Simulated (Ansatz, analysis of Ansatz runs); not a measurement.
# Mg2TiO4 (Imma), nudged elastic band: V_Mg hop (3.5 Å) (q = −2)

How high is the barrier when Mg changes place in Mg2TiO4 (Imma)? The case: V_Mg hop (3.5 Å), charge −2, in a cell of 56 host atoms with 1 Mg taken out.

Program: Ansatz 0.2.0. Level of theory: plane-wave PAW DFT, PBEsol; nudged elastic band between two relaxed defect structures at fixed charge in a uniform background. Results are calculated unless marked as measured.

Report form: the programs' logs are mostly left out.

### 1. The structure

The cell holds 55 atoms: 15 Mg, 8 Ti and 32 O. Cell: a = 8.408 Å, b = 8.408 Å, c = 8.478 Å, α = 90.0°, β = 90.0°, γ = 89.7°. It derives from Mg2TiO4 (space group Imma). Nearest the centre at fractional (0.938, 0.562, 0.307): O50 at 1.01 Å, Mg13 at 1.73 Å, O39 at 2.24 Å, O31 at 2.38 Å, O55 at 2.40 Å, Ti21 at 2.71 Å, Mg8 at 2.72 Å, Ti19 at 2.76 Å. The cell carries charge −2.

The cell's shortest repeat is 8.4 Å.

### 2. Relaxation of the start point, charge −2

A barrier is counted from a minimum, so both ends are relaxed first. Small random displacements break the symmetry of the ideal sites, so that the defect can distort if it gains by it. The charge of −2 is set by the electron count, and a uniform background keeps the cell neutral.

Contents of qm2.start/input.yaml:

```yaml
crystal:
  lattice:
    - [5.93160526, 5.95895149, 0.0]
    - [-5.93160526, 5.95895149, 0.0]
    - [0.0, 0.0, 8.47824647]
  atoms:
    - { symbol: Mg, position: [0.375, 0.375, 0.13611587] }
    - { symbol: Mg, position: [0.375, 0.875, 0.63611587] }
    - { symbol: Mg, position: [0.875, 0.375, 0.63611587] }
    - { symbol: Mg, position: [0.875, 0.875, 0.13611587] }
    - { symbol: Mg, position: [0.25, 0.0, 0.25] }
    - { symbol: Mg, position: [0.25, 0.5, 0.75] }
    - { symbol: Mg, position: [0.75, 0.0, 0.75] }
    - { symbol: Mg, position: [0.0, 0.25, 0.25] }
[... 43 atom lines left out ...]
    - { symbol: O, position: [0.48712461, 0.26287539, 0.50194585] }
    - { symbol: O, position: [0.48712461, 0.76287539, 0.00194585] }
    - { symbol: O, position: [0.98712461, 0.26287539, 0.00194585] }
    - { symbol: O, position: [0.98712461, 0.76287539, 0.50194585] }
total_charge: -2
basis:
  ecutwfc: 420
  xc_grid: 2
hamiltonian:
  xc: pbesol
kpoints:
  mp_grid: { grid: [1, 1, 1], shift: [0.25, 0.25, 0.25] }
scf:
  occupations: { method: fixed }
  max_iter: 150
output:
  forces: true
relax:
  f_tol: 0.02
  max_steps: 70
  random_displacement: { amplitude: 0.03, seed: 2386 }
```

Command:

```
$ ansatz run input.yaml --threads 4 --pin off --max-ram 14131MiB --backend cpu --events-out ev --progress --plain --runs-dir out
```

The job ended after 43 s (4 threads of Arm Neoverse V1, shared host; peak memory 1.1 GiB).

Step by step:

```csv
step,energy less that of the first step (eV),largest force component (eV/Å)
1,0.0000,3.5616
2,-1.5406,1.8455
3,-1.9763,0.4373
4,-1.7653,0.5782
5,-2.0237,0.0267
6,-2.0242,0.0084
```

Relaxation step 4 was tried and not accepted.

The atoms that moved most (Å, from the sites as typed, ahead of the random displacement, the mean shift of all atoms taken out):

```csv
atom,dx,dy,dz,length
O50,0.115,0.114,-0.045,0.168
O35,-0.115,-0.113,0.045,0.168
O42,0.115,-0.113,-0.045,0.167
O39,-0.115,0.113,0.045,0.167
Ti18,-0.084,0.038,0.069,0.116
Ti19,0.083,-0.039,-0.069,0.115
Ti23,0.084,0.038,-0.069,0.115
Ti21,-0.083,-0.039,0.069,0.115
```

Neighbours of Mg13 at the end:

```csv
atom,distance (Å)
O50,1.936
O41,1.958
O44,1.994
O55,2.009
O35,3.243
O29,3.403
O25,3.407
Ti21,3.413
Ti17,3.423
O36,3.445
Mg8,3.454
Mg5,3.454
Mg11,3.459
O32,3.468
```

Read from the output:

| Property | Result |
| --- | --- |
| free energy | -66478.7493 eV |
| r.m.s. move of the farther half of the atoms | 0.03112 Å |
| largest move from the ideal geometry of this structure, a common shift of the far atoms taken out | 0.1734 Å |

The relaxation gained 2.024 eV and ended with a largest force component of 0.0084 eV/Å.

### 3. Relaxation of the end point, charge −2

The end point is relaxed in the same cell and settings, so that the two energies compare. Atoms more than 3.2 Å from the middle of the hop start where the first relaxation left them, the nearer ones on or close to their ideal places, with small random displacements.

Contents of qm2.end/input.yaml:

```yaml
crystal:
  lattice:
    - [5.93160526, 5.95895149, 0.0]
    - [-5.93160526, 5.95895149, 0.0]
    - [0.0, 0.0, 8.47824647]
  atoms:
    - { symbol: Mg, position: [0.36960126, 0.37538024, 0.13475791] }
    - { symbol: Mg, position: [0.37564673, 0.87494153, 0.63364093] }
[... 1 atom line left out ...]
    - { symbol: Mg, position: [0.875, 0.875, 0.13611587] }
[... 3 atom lines left out ...]
    - { symbol: Mg, position: [0.0, 0.25, 0.25] }
[... 4 atom lines left out ...]
    - { symbol: Mg, position: [-0.25, 0.5, 0.25] }
[... 5 atom lines left out ...]
    - { symbol: Ti, position: [0.75, 0.75, 0.5] }
[... 1 atom line left out ...]
    - { symbol: Ti, position: [0.0, 0.5, 0.0] }
[... 3 atom lines left out ...]
    - { symbol: O, position: [0.01287539, 0.73712461, 0.99805415] }
[... 5 atom lines left out ...]
    - { symbol: O, position: [0.73712461, 0.51287539, 0.49805415] }
[... 7 atom lines left out ...]
    - { symbol: O, position: [0.74277191, 0.74277191, 0.27354562] }
[... 2 atom lines left out ...]
    - { symbol: O, position: [0.75722809, 0.25722809, 0.22645438] }
[... 3 atom lines left out ...]
    - { symbol: O, position: [0.76287539, 0.48712461, 0.00194585] }
[... 3 atom lines left out ...]
    - { symbol: O, position: [0.99277191, 0.49277191, 0.22645438] }
[... 4 atom lines left out ...]
    - { symbol: O, position: [0.98712461, 0.76287539, 0.50194585] }
total_charge: -2
basis:
  ecutwfc: 420
  xc_grid: 2
hamiltonian:
  xc: pbesol
kpoints:
  mp_grid: { grid: [1, 1, 1], shift: [0.25, 0.25, 0.25] }
scf:
  occupations: { method: fixed }
  max_iter: 150
output:
  forces: true
relax:
  f_tol: 0.02
  max_steps: 70
  random_displacement: { amplitude: 0.01, seed: 2386 }
```

Elapsed: 38 s, on 4 threads; peak memory 1.1 GiB.

Step by step:

```csv
step,energy less that of the first step (eV),largest force component (eV/Å)
1,0.0000,2.6858
2,-1.3984,1.4478
3,-1.8710,0.3269
4,-1.8943,0.1043
5,-1.8982,0.0153
6,-1.8982,0.0153
```

The atoms that moved most (Å, from the sites as typed, ahead of the random displacement):

```csv
atom,dx,dy,dz,length
Ti23,-0.152,-0.068,0.070,0.181
O35,0.120,0.119,-0.053,0.177
Ti18,0.080,-0.031,-0.082,0.119
O50,-0.002,-0.088,-0.076,0.116
O41,0.000,0.067,-0.077,0.102
O55,-0.090,0.000,0.046,0.101
O44,0.088,0.046,0.014,0.100
Ti20,0.089,-0.015,-0.004,0.091
```

Neighbours of Mg13 at the end:

```csv
atom,distance (Å)
O50,2.010
O35,2.031
O39,2.054
O42,2.058
O31,2.096
O46,2.133
Ti21,2.956
Ti19,2.964
Mg8,2.966
Mg11,2.966
Ti18,2.990
Ti23,3.020
```

Numbers from this step:

```
free energy                                                                                       : -66478.8626 eV
r.m.s. move of the farther half of the atoms                                                      : 0.02126 Å
largest move from the ideal geometry of this structure, a common shift of the far atoms taken out : 0.1218 Å
```

The relaxation gained 1.898 eV and ended with a largest force component of 0.015 eV/Å. The end lies 0.113 eV below the start.

### 4. Nudged elastic band, charge −2

5 movable images are laid between the ends on a pair-potential path, which keeps atoms from colliding in the first guess. Each image feels the true force across the path and a spring force along it. The highest image is set to climb to the top of the path.

This step: plane-wave PAW DFT, PBEsol; nudged elastic band between two relaxed defect structures at fixed charge in a uniform background.

Contents of qm2.neb/input.yaml:

```yaml
crystal:
  lattice:
    - [5.93160526, 5.95895149, 0.0]
    - [-5.93160526, 5.95895149, 0.0]
    - [0.0, 0.0, 8.47824647]
  atoms:
    - { symbol: Mg, position: [0.36908866, 0.37482079, 0.13466152] }
    - { symbol: Mg, position: [0.37513414, 0.87438209, 0.63354454] }
    - { symbol: Mg, position: [0.87596349, 0.37360861, 0.64366056] }
    - { symbol: Mg, position: [0.87485047, 0.88045283, 0.13462213] }
    - { symbol: Mg, position: [0.24986762, -5.586e-05, 0.2502683] }
    - { symbol: Mg, position: [0.24982225, 0.49991287, 0.7502463] }
    - { symbol: Mg, position: [0.74983341, -6.865e-05, 0.75026962] }
    - { symbol: Mg, position: [-0.005493, 0.25527257, 0.25281023] }
    - { symbol: Mg, position: [-0.00123192, 0.7488562, 0.75027593] }
    - { symbol: Mg, position: [0.5009141, 0.25100512, 0.75024488] }
    - { symbol: Mg, position: [0.50519597, 0.7445828, 0.24769154] }
    - { symbol: Mg, position: [0.12453896, 0.12546749, 0.86699586] }
    - { symbol: Mg, position: [0.13058452, 0.62506512, 0.36585559] }
    - { symbol: Mg, position: [0.62486429, 0.11939862, 0.36590798] }
    - { symbol: Mg, position: [0.62369777, 0.6262084, 0.85682656] }
    - { symbol: Ti, position: [0.24910139, 0.25284178, 0.50090057] }
    - { symbol: Ti, position: [0.25041735, 0.74697707, -0.00036082] }
    - { symbol: Ti, position: [0.74594187, 0.26026108, 0.00841835] }
    - { symbol: Ti, position: [0.75354816, 0.73958672, 0.49212466] }
    - { symbol: Ti, position: [-0.00327426, 0.00044631, 0.50082015] }
    - { symbol: Ti, position: [-0.01044636, 0.5036062, 0.00835424] }
    - { symbol: Ti, position: [0.50293762, -0.00077308, -0.00030862] }
    - { symbol: Ti, position: [0.51008465, 0.49608012, 0.49215128] }
    - { symbol: O, position: [0.01154665, 0.23826811, 0.49941879] }
    - { symbol: O, position: [0.01209791, 0.74038403, 0.99882705] }
    - { symbol: O, position: [0.50934769, 0.23765281, 0.99880185] }
    - { symbol: O, position: [0.5140216, 0.73581451, 0.49757244] }
    - { symbol: O, position: [0.23740725, 0.01243872, 0.49776592] }
    - { symbol: O, position: [0.24120685, 0.5168021, 0.99483171] }
    - { symbol: O, position: [0.73302644, 0.00851102, 0.99472794] }
    - { symbol: O, position: [0.73631016, 0.5135043, 0.51047458] }
    - { symbol: O, position: [0.00868606, 0.00864477, 0.27412023] }
    - { symbol: O, position: [0.01092985, 0.50855692, 0.77344154] }
    - { symbol: O, position: [0.50411194, 0.00691937, 0.77281807] }
    - { symbol: O, position: [0.48784959, 0.50734154, 0.27907735] }
    - { symbol: O, position: [0.24104281, 0.24103785, 0.27405505] }
    - { symbol: O, position: [0.24269141, 0.745445, 0.77267516] }
    - { symbol: O, position: [0.74105704, 0.23874783, 0.77333018] }
    - { symbol: O, position: [0.7424499, 0.7618566, 0.27908296] }
    - { symbol: O, position: [0.25700281, 0.25437528, 0.72783796] }
    - { symbol: O, position: [0.25866811, 0.75883259, 0.22646916] }
    - { symbol: O, position: [0.75727624, 0.23798952, 0.22142472] }
    - { symbol: O, position: [0.75863185, 0.76108522, 0.72720137] }
    - { symbol: O, position: [0.25848943, 0.48305638, 0.50566392] }
    - { symbol: O, position: [0.26226449, 0.98738459, 0.00275788] }
    - { symbol: O, position: [0.76330425, 0.48632873, -0.00990988] }
    - { symbol: O, position: [0.76666172, 0.9913528, 0.50581032] }
    - { symbol: O, position: [0.48867228, 0.49130803, 0.72707148] }
    - { symbol: O, position: [0.4910181, 0.99122517, 0.22640221] }
    - { symbol: O, position: [1.01185596, 0.49255259, 0.22144329] }
    - { symbol: O, position: [0.99555527, 0.99296274, 0.72770449] }
    - { symbol: O, position: [0.48760877, 0.2594714, 0.5017] }
    - { symbol: O, position: [0.48815811, 0.76159032, 0.00108021] }
    - { symbol: O, position: [0.98569688, 0.26409016, 0.00293908] }
    - { symbol: O, position: [0.99031962, 0.76221718, 0.50170684] }
total_charge: -2
basis:
  ecutwfc: 420
  xc_grid: 2
hamiltonian:
  xc: pbesol
kpoints:
  mp_grid: { grid: [1, 1, 1], shift: [0.25, 0.25, 0.25] }
scf:
  occupations: { method: fixed }
  max_iter: 150
output:
  forces: true
neb:
  images: 5
  f_tol: 0.04
  climbing: true
  initial_path: idpp
  max_iterations: 45
  order_check: false
  final_atoms:
    - { symbol: Mg, position: [0.37202894, 0.3762351, 0.13888853] }
    - { symbol: Mg, position: [0.3719135, 0.8717736, 0.63416895] }
[... 1 atom line left out ...]
    - { symbol: Mg, position: [0.87646095, 0.87185894, 0.13894545] }
[... 3 atom lines left out ...]
    - { symbol: Mg, position: [-0.00170493, 0.2481273, 0.25124787] }
[... 4 atom lines left out ...]
    - { symbol: Mg, position: [-0.2516333, 0.4981674, 0.25139103] }
[... 5 atom lines left out ...]
    - { symbol: Ti, position: [0.75704429, 0.74567281, 0.50016041] }
[... 1 atom line left out ...]
    - { symbol: Ti, position: [0.00090924, 0.50019056, 0.00883047] }
[... 3 atom lines left out ...]
    - { symbol: O, position: [0.01126403, 0.73724686, 0.99788028] }
[... 5 atom lines left out ...]
    - { symbol: O, position: [0.73737631, 0.51245181, 0.4980137] }
[... 7 atom lines left out ...]
    - { symbol: O, position: [0.7407405, 0.74144613, 0.27248731] }
[... 2 atom lines left out ...]
    - { symbol: O, position: [0.75495689, 0.25477787, 0.22625042] }
[... 3 atom lines left out ...]
    - { symbol: O, position: [0.75769783, 0.48427865, 0.00033099] }
[... 3 atom lines left out ...]
    - { symbol: O, position: [0.98453857, 0.48449775, 0.21717103] }
[... 4 atom lines left out ...]
    - { symbol: O, position: [0.97889826, 0.76933047, 0.50701117] }
```

The job ended after 20 min (4 threads; peak memory 3.6 GiB; 50 min of CPU time).

The path, image by image:

```csv
image,path (Å),energy (eV),"Mg13: x, y, z (Å)"
0,0.000,0.0000,"-2.933, 4.503, 3.102"
1,0.883,0.7786,"-3.513, 4.210, 2.855"
2,1.765,1.4588,"-3.967, 3.517, 2.878"
3,2.461,1.3891,"-4.065, 2.945, 2.974"
4,3.155,1.3215,"-4.172, 2.367, 2.646"
5,3.849,0.3232,"-4.304, 1.821, 2.334"
6,4.544,-0.1134,"-4.448, 1.469, 2.131"
```

Read from the output:

* free energy: -66477.2905 eV
* barrier forward: 1.459 eV
* barrier backward: 1.572 eV
* end less start: -0.1134 eV
* hop length: 3.527 Å

Track of the atom that was set to move:

```csv
image,x (Å),y (Å),z (Å),nearest neighbour,distance (Å)
0,-2.933,4.503,3.102,O,1.936
1,-3.513,4.21,2.855,O,1.855
2,-3.967,3.517,2.878,O,1.826
3,-4.065,2.945,2.974,O,1.837
4,-4.172,2.367,2.646,O,1.844
5,-4.304,1.821,2.334,O,1.946
6,-4.448,1.469,2.131,O,2.01
```

The band met its tolerance of 0.04 eV/Å after 22 iterations, with image 2 on top (the start counts as 0). Mg13, which moves farthest between the ends, has 4 O at 1.94 to 2.01 Å nearest at the start and 3 O at 1.83 to 2.02 Å at the top.

### 5. Single point at the start point, PBEsol, denser k-mesh

Three single points on a mesh of more k-points (start, top, end) test the sampling. The start is shown; top and end are run alike.

This step: plane-wave PAW DFT, PBEsol; single point of a defect supercell on a structure of the PBEsol path.

Contents of qm2.start.mesh/input.yaml:

```yaml
crystal:
  lattice:
    - [5.93160526, 5.95895149, 0.0]
    - [-5.93160526, 5.95895149, 0.0]
    - [0.0, 0.0, 8.47824647]
  atoms:
    - { symbol: Mg, position: [0.36908866, 0.37482079, 0.13466152] }
    - { symbol: Mg, position: [0.37513414, 0.87438209, 0.63354454] }
[... 1 atom line left out ...]
    - { symbol: Mg, position: [0.87485047, 0.88045283, 0.13462213] }
[... 3 atom lines left out ...]
    - { symbol: Mg, position: [-0.005493, 0.25527257, 0.25281023] }
[... 4 atom lines left out ...]
    - { symbol: Mg, position: [0.13058452, 0.62506512, 0.36585559] }
[... 5 atom lines left out ...]
    - { symbol: Ti, position: [0.75354816, 0.73958672, 0.49212466] }
[... 1 atom line left out ...]
    - { symbol: Ti, position: [-0.01044636, 0.5036062, 0.00835424] }
[... 3 atom lines left out ...]
    - { symbol: O, position: [0.01209791, 0.74038403, 0.99882705] }
[... 5 atom lines left out ...]
    - { symbol: O, position: [0.73631016, 0.5135043, 0.51047458] }
[... 7 atom lines left out ...]
    - { symbol: O, position: [0.7424499, 0.7618566, 0.27908296] }
[... 2 atom lines left out ...]
    - { symbol: O, position: [0.75727624, 0.23798952, 0.22142472] }
[... 3 atom lines left out ...]
    - { symbol: O, position: [0.76330425, 0.48632873, -0.00990988] }
[... 3 atom lines left out ...]
    - { symbol: O, position: [1.01185596, 0.49255259, 0.22144329] }
[... 4 atom lines left out ...]
    - { symbol: O, position: [0.99031962, 0.76221718, 0.50170684] }
total_charge: -2
basis:
  ecutwfc: 420
  xc_grid: 2
hamiltonian:
  xc: pbesol
kpoints:
  mp_grid: { grid: [2, 2, 2], shift: [0.5, 0.5, 0.5] }
scf:
  occupations: { method: fixed }
  max_iter: 150
output:
  forces: true
  eigenvalues: true
checkpoint:
  write: "../qm2.start.mesh.run"
  compress: false
  write_wavefunctions: false
  write_every: 100000
```

The job ended after 36 s (4 threads; peak memory 3 GiB).

This step gave:

| Item | Value |
| --- | --- |
| free energy | -66478.6908 eV |

### 6. Barrier from single points, PBEsol, denser k-mesh

Analysis of the runs above: barrier from PBEsol single points on the PBEsol path.

It gives:

```
barrier forward  : 1.455 eV
barrier backward : 1.568 eV
end less start   : -0.1136 eV
```

This gives 1.455 eV against the band's 1.459 eV (backward 1.568 against 1.572 eV). This mesh holds only the band's own point and its sign variants, so it tests the average over those and no finer sampling.

### 7. Single point at the start point, LDA

Three single points with LDA show how much the barrier depends on that choice; lattice and path are kept. The start is shown; top and end are run alike.

This step: plane-wave PAW DFT, LDA; single point of a defect supercell on a structure of the PBEsol path.

qm2.start.lda/input.yaml, as its differences from qm2.start.mesh/input.yaml of step 5:

```diff
@@ -37,5 +37,5 @@
 hamiltonian:
-  xc: pbesol
+  xc: lda
 kpoints:
-  mp_grid: { grid: [2, 2, 2], shift: [0.5, 0.5, 0.5] }
+  mp_grid: { grid: [1, 1, 1], shift: [0.25, 0.25, 0.25] }
 scf:
@@ -47,3 +47,3 @@
 checkpoint:
-  write: "../qm2.start.mesh.run"
+  write: "../qm2.start.lda.run"
   compress: false
```

Elapsed: 10 s, on 4 threads; peak memory 1.1 GiB; 37 s of CPU time.

This step gave:

* free energy: -65958.5486 eV

### 8. Barrier from single points, LDA

Analysis of the runs above: barrier from LDA single points on the PBEsol path.

It gives:

```yaml
barrier_forward: 1.408 eV
barrier_backward: 1.535 eV
end_less_start: -0.1270 eV
```

This gives 1.408 eV against the band's 1.459 eV.

### 9. Single point at the start point, r2SCAN

Three single points with a meta-GGA, at its higher cutoff of 500 eV, show what it does to the barrier on the path found. The start is shown; top and end are run alike.

This step: plane-wave PAW DFT, r2SCAN; single point of a defect supercell on a structure of the PBEsol path.

qm2.start.r2scan/input.yaml, as its differences from qm2.start.lda/input.yaml of step 7:

```diff
@@ -34,6 +34,6 @@
 basis:
-  ecutwfc: 420
+  ecutwfc: 500
   xc_grid: 2
 hamiltonian:
-  xc: lda
+  xc: r2scan
 kpoints:
@@ -47,3 +47,3 @@
 checkpoint:
-  write: "../qm2.start.lda.run"
+  write: "../qm2.start.r2scan.run"
   compress: false
```

Wall time 17 s (4 threads); peak memory 1.5 GiB.

This step gave:

* free energy: -67195.6171 eV

### 10. Barrier from single points, r2SCAN

Analysis of the runs above: barrier from r2SCAN single points on the PBEsol path.

It gives:

| Quantity | Value |
| --- | --- |
| barrier forward | 1.583 eV |
| barrier backward | 1.652 eV |
| end less start | -0.06979 eV |

This gives 1.583 eV against the band's 1.459 eV.

### 11. Results

```
barrier forward                                   : 1.46 eV
barrier backward                                  : 1.57 eV
end less start                                    : -0.11 eV
hop length                                        : 3.53 Å
band iterations, as the log counts them           : 22
barrier from single points, PBEsol, denser k-mesh : 1.45 eV
barrier from single points, LDA                   : 1.41 eV
barrier from single points, r2SCAN                : 1.58 eV
```

The top of the band lies 1.46 eV above the start and 1.57 eV above the end. With an assumed prefactor of 1e13 per second it gives one hop a second along this one path at about 570 K; whether such hops link up through the crystal wasn't checked. At the top Mg13 stands 1.83 Å from its nearest O, 0.11 Å closer than at the start. Across functionals on this path (PBEsol 1.459, LDA 1.408 and r2SCAN 1.583 eV) the forward values spread by 0.175 eV. The order of the top as a saddle was not checked for all atoms, so a bent path could be lower. No image-charge correction is applied; it largely cancels along a path if the charge stays localised alike. Keep in mind: one k-point off the zone centre stands for the whole zone; periodic copies of the defect are only 8.4 Å apart.

[Logs are printed without paths, hosts, clocks, repeated set-up lines and the standing remarks that a program may print on its own settings, such as how far it seeks lower states.]

[Hosts, paths, dates, database ids (printed as entryN), source tags and the programs' standing remarks are cut or masked in the printed files.]
